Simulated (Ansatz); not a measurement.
# Gate voltage at the highest density: 1T-CrSSe monolayer

A layer charged from one gate needs a voltage that grows with the carrier density; the slope is e over the total capacitance.

**Method.** Ansatz 0.2.0, plane waves with PAW datasets (its set soft_2), PBE-D3(BJ); isolated slab, charged sheet 5 Å from the outer atoms behind model barriers, atoms held, Fermi-Dirac smearing of 0.02585 eV. The voltage is that of the gate against the layer's Fermi level, from the uncharged case, which has no gap over 0.05 eV.

```tsv
run	added electrons (10¹³ per cm²)	gate voltage (V)
run 1	−1.00	−0.73
run 2	−2.00	−1.46
run 3	−4.00	−2.93
run 4	−7.00	−5.14
run 5	−11.00	?
```

Q: Estimate the withheld value from the rows shown.

A least-squares line through the 4 rows shown has slope 0.7352 and intercept 0.0082; no row lies more than 0.01 V off it. The capacitance is 1.602/0.7352 = 2.18 µF/cm², against 1.77 µF/cm² for plates 5 Å apart in vacuum; it is the larger, as where the added charge has its centre outside the outer atoms (not examined here). At −11.00 it gives 0.7352 × (−11.00) + 0.0082 = −8.08 V, beyond the rows fitted. Rounding and scatter of the rows alone allow about ±0.012 V there.

The run itself gives −8.12 V: a miss of −0.04 V, or 0.5 % of the value. The capacitance falls a little towards the highest density.

Caveats: The gates are model sheets, not atoms, and low densities sample few k-points.

[Logs are printed without paths, hosts, clocks, repeated set-up lines and the standing remarks that a program may print on its own settings, such as how far it seeks lower states.]
